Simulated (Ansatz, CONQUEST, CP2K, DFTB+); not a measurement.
**H-capped Sn nanowire along [110] (56 atoms): one structure in several programs**

How near do other programs and methods come to a plane-wave reference for H-capped Sn nanowire along [110] (56 atoms)? A plane-wave run serves as the reference.

Calculated with Ansatz 0.2.0; Kohn-Sham DFT, PBE, PAW, plane waves.

### 1. The starting structure

The cell holds 56 atoms: 24 Sn and 32 H. Cell: a = 16.841 Å, b = 17.381 Å, c = 18.354 Å, α = 90.0°, β = 90.0°, γ = 90.0°. It derives from Sn (diamond-structure). Round section of size parameter 4.53 Å cut from diamond-structure Sn (a = 6.489 Å) along [110], 4 periods, broken bonds capped with H, 10 Å of vacuum Then every atom was moved at random, 0.03 Å r.m.s. a Cartesian component (hydrogen 0.6 of that). Regions: wire, 24 atoms (24 Sn); hydrogen, 32 atoms (32 H). Vacuum lies along a and b. The structure's axis is c.

### 2. Reference: Ansatz, plane waves

The PAW files are the set soft_2.

Input file input.yaml:

```yaml
crystal:
  lattice:
    - [16.84129, 0.0, 0.0]
    - [0.0, 17.38083, 0.0]
    - [0.0, 0.0, 18.35366]
  atoms:
    - { symbol: Sn, position: [0.35504, 0.36943, 0.12644] }
    - { symbol: Sn, position: [0.44838, 0.3696, 0.00244] }
    - { symbol: Sn, position: [0.35721, 0.36591, 0.37749] }
    - { symbol: Sn, position: [0.45317, 0.36668, 0.25204] }
    [... 46 atom lines left out ...]
    - { symbol: H, position: [0.7013, 0.5816, 0.37416] }
    - { symbol: H, position: [0.70289, 0.42027, 0.37546] }
    - { symbol: H, position: [0.70062, 0.57931, 0.62243] }
    - { symbol: H, position: [0.70164, 0.42123, 0.62829] }
    - { symbol: H, position: [0.70383, 0.58098, 0.87293] }
    - { symbol: H, position: [0.70101, 0.42136, 0.87417] }
kpoints:
  mp_grid: { grid: [1, 1, 1] }
hamiltonian:
  xc: pbe
scf:
  occupations: { method: fermi_dirac, width: 0.05 }
output:
  forces: true
  eigenvalues: true
  populations: true
```

On the command line:

```console
$ ansatz run input.yaml --threads 4 --pin off --max-ram 8192MiB --backend cpu --events-out ev --progress --plain --runs-dir out
```

The program printed:

```text
[...]
Pseudopotentials: kind: paw
Pseudopotential: Sn, paw, valence charge 14, recommended cutoff 420 eV (normal), Sn.paw.azcp
Pseudopotential: H, paw, valence charge 1, recommended cutoff 420 eV (normal), H.paw.azcp
[... 5 lines on functional and potentials left out ...]
Crystal: 56 atoms, lattice volume = 5372.403 Å³
Basis set: ecut = 420 eV, 105087 PW (Γ), exchange–correlation on 240×240×250 points (8 copies of the dense FFT grid, shifted against one another)
Bands: 240, of which v1, the nominal top of the filled ones, is band 184 counted from 1 (183 counted from 0)
Symmetry: 1 space group operations
Space group: P1 (ITA 1), of the structure as read, at distance tolerance 1.8e-4 Å
k-points: 1
[... 5 lines on functional and potentials left out ...]
Initial density: superposition of atomic densities (neutral atoms: chi_scale 0, normalization atom), corrected by the library's trained network
Initial wavefunctions: pseudopotential atomic-orbital guess
[...]
SCF iter   1: F=—  HF=-145074.237599 eV  |F-HF|=—  |Δ(HF+E_count)|=         —  Δρ=9.00e-4  dr2=9.29e-2  ethr=1.77e-3  ⟨swp⟩=9.0  Hψ=1186  notcnv=0  defer=19
preconditioner: auto → Resta (q_TF=auto, 1.745 Å⁻¹)  ε∞=1.5  [insulator: Δε(μ)=1.719 eV  Ē_g=8.110 eV  σ=0.050 eV  W_gap=1.00  n_scr=470 (ndim 8)  ℏωp=5.7 eV  f_vac=0.749  D(μ)=0.00/eV (n_scr^D=0)  ε∞_Penn≈1.5  vacuum switching on, ρ_ref=4.8e-3 e/Å³]
[...]
SCF iter   7: F=—  HF=-145074.258333 eV  |F-HF|=—  |Δ(HF+E_count)|=   1.58e-6  Δρ=2.40e-6  dr2=8.22e-7  ethr=2.25e-9  ⟨swp⟩=3.0  Hψ=429  notcnv=0  defer=49
SCF iter   8: F=-145074.258334 eV  HF=-145074.258334 eV  |F-HF|=1.79e-7  |Δ(HF+E_count)|=   6.15e-7  Δρ=8.87e-7  dr2=7.72e-8  ethr=2.72e-11  ⟨swp⟩=19.0  Hψ=2006  notcnv=0
SCF 1 converged in 8 iterations: F = -145074.258334 eV  dr2 = 7.72e-8
[...]
SCF converged after 8 iterations
Free energy (F): -145074.258334 eV
Harris-Foulkes:  -145074.258334 eV  (|F-HF|=1.79e-7)
Internal energy: -145074.258334 eV  (E = F + TS)
E sigma→0 (E₀):  -145074.258334 eV
Entropy (-TS):   -0.000000 eV (-0.000 meV/atom)
Fermi energy:    -2.077599 eV
--- Per-component energies (eV) ---
[...]
Σ components = -145074.258334   (vs F -145074.258334, Δ=0.00e0)
--- Forces (eV/Å), atoms counted from 1 ---
  atom   1  Sn     0.23246619    -0.57344962     0.38032333
  atom   2  Sn     0.50573173    -0.39484274    -0.01909027
  atom   3  Sn    -0.18849296     0.67203352    -0.51598561
  atom   4  Sn    -0.49615363     0.84201278    -0.09431914
[...]
atom  56  H      0.84272317    -1.08916959    -0.02338008
  max |Σ_I F_I| component: 1.46e-4 eV/Å
--- Band table (eV) ---
  k-point 0: bands = ["-24.0519", "-24.0508", "-24.0388", "-24.0334", [... 224 levels ...], "2.0272", "2.0297", "2.0604", "2.0739", "2.1036", "2.1203", "2.1314", "2.1463", "2.1628", "2.1770", "2.1920", "2.2410"]
--- Löwdin populations: 56 sites ---
  site symbol       q [e]
     0     Sn     13.6979
     1     Sn     13.8619
     2     Sn     13.7065
[...]
55      H      1.0909
  spilling = 0.004668 (of n_electrons = 368.000000)
```

Run time: 22 s. Hardware: 4 threads of Intel Xeon 6975P-C (Granite Rapids), shared host; peak memory 4.2 GiB; 82 s of CPU time.

In the SCF lines HF is the Harris–Foulkes energy and dr2 the Hartree energy of the density residual, in eV; the loop may stop once dr2 is under the threshold and the program's other checks hold. Hψ counts applications of the Hamiltonian.

The run gave:

```
free energy                                      : -145074.2583 eV
free energy per atom                             : -2590.6118 eV/atom
SCF cycles                                       : 8
r.m.s. force component                           : 0.4556 eV/Å
longest force                                    : 2.209 eV/Å
Fermi energy                                     : -2.078 eV
gap (highest filled to lowest empty level) : 1.716 eV
spilling of the projection                       : 0.004668
```

Length of the force by element and coordination:

```csv
element,coordination,atoms,mean length of the force (eV/Å),spread,least,most
H,all,32,0.535,0.351,0.0653,1.47
Sn,all,24,0.843,0.444,0.215,2.21
```

Löwdin charges by element and coordination (they lack the spilled electrons, 0.031 e an atom on average):

```csv
element,coordination,atoms,mean charge (e),spread,least,most
H,all,32,-0.0927,0.006,-0.109,-0.0804
Sn,all,24,0.195,0.120,-0.0215,0.333
```

By region:

```csv
region,atoms,mean length of the force (eV/Å)
wire,24,0.843
hydrogen,32,0.535
```

The levels nearest the highest filled one (over half full), pooled over k-points and spins:

```csv
level less the highest filled one (eV),occupation
-1.17,2
-1.10,2
-1.01,2
-0.923,2
-0.367,2
0,2
1.72,0
1.87,0
1.92,0
2.36,0
2.60,0
2.64,0
```

### 3. Structure statistics

Normalised to the volume that the atoms fill. g(r), total and by pair (bins of 0.2 Å):

```csv
r (Å),total,H-H,H-Sn,Sn-Sn
1.60,1.83,0.00,3.75,0.00
1.80,2.94,1.51,5.00,0.00
2.00,0.00,0.00,0.00,0.00
2.20,0.00,0.00,0.00,0.00
2.40,0.00,0.00,0.00,0.00
2.60,0.00,0.00,0.00,0.00
2.80,2.16,1.85,0.00,8.43
3.00,0.05,0.00,0.00,0.25
3.20,0.07,0.00,0.15,0.00
3.40,0.21,0.00,0.42,0.00
3.60,0.32,0.00,0.66,0.00
3.80,1.70,0.00,3.47,0.00
4.00,0.00,0.00,0.00,0.00
4.20,0.28,0.86,0.00,0.00
4.40,0.12,0.19,0.00,0.32
4.60,2.27,3.20,0.26,5.98
4.80,1.15,0.15,2.18,0.19
5.00,1.09,0.53,1.88,0.00
5.20,0.18,0.50,0.00,0.08
5.40,0.84,0.95,0.00,2.88
5.60,0.12,0.00,0.25,0.00
5.80,0.18,0.00,0.38,0.00
6.00,0.67,0.00,1.38,0.00
6.20,0.21,0.40,0.17,0.00
6.40,0.38,0.84,0.00,0.56
6.60,0.10,0.17,0.00,0.25
6.80,0.21,0.18,0.31,0.00
7.00,0.48,0.03,0.50,1.24
```

### 4. What was run beside it

The programs:
- CONQUEST 1.3: pseudo-atomic orbitals (double zeta with polarisation, or contracted to multi-site or on-site support functions) with norm-conserving potentials on an integration grid.
- CP2K 2026.2: Gaussian basis with GTH pseudopotentials and a plane-wave density; labels give functional, basis (MOLOPT sets; SR short-range, UZH the newer set with its own potentials), grid cutoff/relative cutoff and solver (OT: orbital transformation; TRS4, TC2, SIGN: linear-scaling purification with its sparsity filter), or its built-in tight binding.
- DFTB+ 25.1: tight binding, with Slater–Koster sets (DFTB) or xTB through its tblite library.

All use the same cell and atoms; the electronic-structure runs use the same k-mesh, and an electronic temperature of 580 K (0.05 eV) where levels are smeared.

Differences are against the plane-wave reference, forces as r.m.s. over components; share is that over the reference's r.m.s. force, slope the least-squares factor from reference forces to these. Total energies of different programs have different zeros and aren't compared.

```csv
run,"Δ force, r.m.s. (meV/Å)",share (%),slope,Δ gap (eV),cores,CPU time,memory (GiB)
reference,-,-,-,-,4,82 s,4.2
"CONQUEST PBE, grid 60 Ha (coarse)",72.5,15.9,1.058,0.111,1,2.3 min,2.6
"CONQUEST PBE, grid 80 Ha",46.3,10.2,1.056,0.111,1,3.9 min,3.9
"CONQUEST PBE, grid 80 Ha, multi-site 5 bohr (coarse)",135,29.7,1.058,0.477,1,3.5 min,3.9
"CONQUEST PBEsol, grid 80 Ha",76.3,16.7,1.045,0.103,1,3.9 min,3.9
"CP2K PBE, DZVP-MOLOPT (SR for Sn), 450/50 Ry, diagonalisation",23.1,5.06,0.965,0.145,1,6.6 min,7.4
"CP2K PBE, DZVP-MOLOPT-SR, 315/50 Ry, diagonalisation (coarse)",91.3,20.0,0.927,0.151,2,4.8 min,4.7
"CP2K PBE, DZVP-MOLOPT-SR, 450/50 Ry, diagonalisation",91.3,20.0,0.927,0.151,1,5.7 min,7.3
"CP2K PBE, DZVP-UZH, 450/50 Ry, diagonalisation",38.5,8.45,0.945,0.145,1,6.4 min,7.3
DFTB+ IPEA1-xTB,563,124,0.784,-0.300,1,1.6 s,0.24
```

Rows marked coarse use a setting chosen to be so.

CPU time is summed over cores on a shared host, where runs went side by side, so it is rough. Symmetry, cutoffs, thresholds, outputs and thread counts weren't matched or tuned between programs; memory under MPI is the largest rank's times the ranks.

Mean charges by element (e), by run and scheme:

```csv
run,scheme,Sn,H
reference,Löwdin,+0.20,-0.09
"CP2K PBE, DZVP-MOLOPT (SR for Sn), 450/50 Ry, diagonalisation",Mulliken,+0.17,-0.13
"CP2K PBE, DZVP-MOLOPT (SR for Sn), 450/50 Ry, diagonalisation",Hirshfeld,+0.12,-0.09
"CP2K PBE, DZVP-MOLOPT-SR, 315/50 Ry, diagonalisation",Mulliken,-0.10,+0.08
"CP2K PBE, DZVP-MOLOPT-SR, 315/50 Ry, diagonalisation",Hirshfeld,+0.11,-0.08
"CP2K PBE, DZVP-MOLOPT-SR, 450/50 Ry, diagonalisation",Mulliken,-0.10,+0.08
"CP2K PBE, DZVP-MOLOPT-SR, 450/50 Ry, diagonalisation",Hirshfeld,+0.11,-0.08
"CP2K PBE, DZVP-UZH, 450/50 Ry, diagonalisation",Mulliken,+0.16,-0.12
"CP2K PBE, DZVP-UZH, 450/50 Ry, diagonalisation",Hirshfeld,+0.12,-0.09
DFTB+ IPEA1-xTB,Mulliken,-0.02,+0.02
```

The reference's Löwdin charges lack the electrons that the projection spills, 0.031 e an atom on average.

Within one program, basis, potentials and functional, energies share a zero. Each run against its twin at the usual cutoff or grid and solver:

```csv
run,twin,Δ energy (meV/atom),"Δ force, r.m.s. (meV/Å)",CPU time over the twin's
"CONQUEST PBE, grid 60 Ha",grid 80 Ha,-5.55,51.4,0.58
"CP2K PBE, DZVP-MOLOPT-SR, 315/50 Ry, diagonalisation","DZVP-MOLOPT-SR, 450/50 Ry, diagonalisation",-2.0e-4,0.285,0.84 (this twin ran on 1 cores)
```

### 5. Summary of results

```yaml
reference_r_m_s_force_component: 0.456 eV/Å
nearest_in_forces: CP2K PBE, DZVP-MOLOPT (SR for Sn), 450/50 Ry, diagonalisation, 5.1 %
farthest_in_forces: DFTB+ IPEA1-xTB, 124 %
cheapest_electronic_structure_run_beside_the_reference: DFTB+ IPEA1-xTB, 1.6 s of CPU time
```

In words: The PBE runs in local orbitals, coarse settings apart, differ by 5.1 % (CP2K PBE, DZVP-MOLOPT (SR for Sn), 450/50 Ry, diagonalisation) to 20 % (CP2K PBE, DZVP-MOLOPT-SR, 450/50 Ry, diagonalisation); basis, grid and potentials can all enter. Tight binding differs by 124 % (DFTB+ IPEA1-xTB); it is another model, with fitted parameters of its own, and the xTB methods hold dispersion. Rows with another functional or a dispersion term differ by 17 % (CONQUEST PBEsol, grid 80 Ha), which mixes the change of model with differences of basis and potentials. IPEA1-xTB was fitted to ionisation energies and electron affinities, not to forces or charges. Runs with settings chosen to be coarse differ by 16 % (CONQUEST PBE, grid 60 Ha) to 30 % (CONQUEST PBE, grid 80 Ha, multi-site 5 bohr), their programs' other errors included. One electronic-structure run takes under half the reference's CPU time: DFTB+ IPEA1-xTB, at 124 % in 1.6 s against 82 s, too far off to be of use. At the same functional, gaps differ from the reference's 1.72 eV by between +0.11 and +0.48 eV. These are spacings on the run's k-points, which needn't hold the band edges. Charges hang on model, scheme and program or settings: among these rows the mean for Sn runs from -0.10 to +0.20 e, even in sign. In the reference: filled and empty levels are parted by 1.72 eV at Γ alone; the mesh holds the band edges only if they fold onto it, so the gap at this level can be narrower or closed, and states at the surface or the caps may set it. In the reference: mean Löwdin charges: H -0.09, Sn +0.20 e (they miss 0.47 % of the electrons, so they add up to more than the cell's charge). Periodic xTB results under one method name differ between programs and library versions (DFTB+ here holds tblite 0.3). The potentials hold different valence shells: 368 electrons in the reference, 128 in CP2K with DZVP-MOLOPT; this bears on time and differences. The electronic-structure runs sample only Γ, in a cell whose periodic width is 18 Å.

[Long decimals in the printed logs are rounded to 6 places.]

[Also dropped from logs without a mark: lines with file paths, logging warnings of Python, QE's lines on negative density and diagonalisation, SIESTA's first energy breakdown, zero terms and Voronoi charges.]

[Logs are printed without paths, hosts, clocks, repeated set-up lines and the standing remarks that a program may print on its own settings, such as how far it seeks lower states.]

[Hosts, paths, dates, database ids (printed as entryN), source tags and the programs' standing remarks are cut or masked in the printed files.]

[Not all failed runs are listed: runs killed by the host, ended in a Python traceback or in CONQUEST's support-function errors, and SIESTA runs with faulty potentials for Cu, Fe, Ni or Zn are left out.]
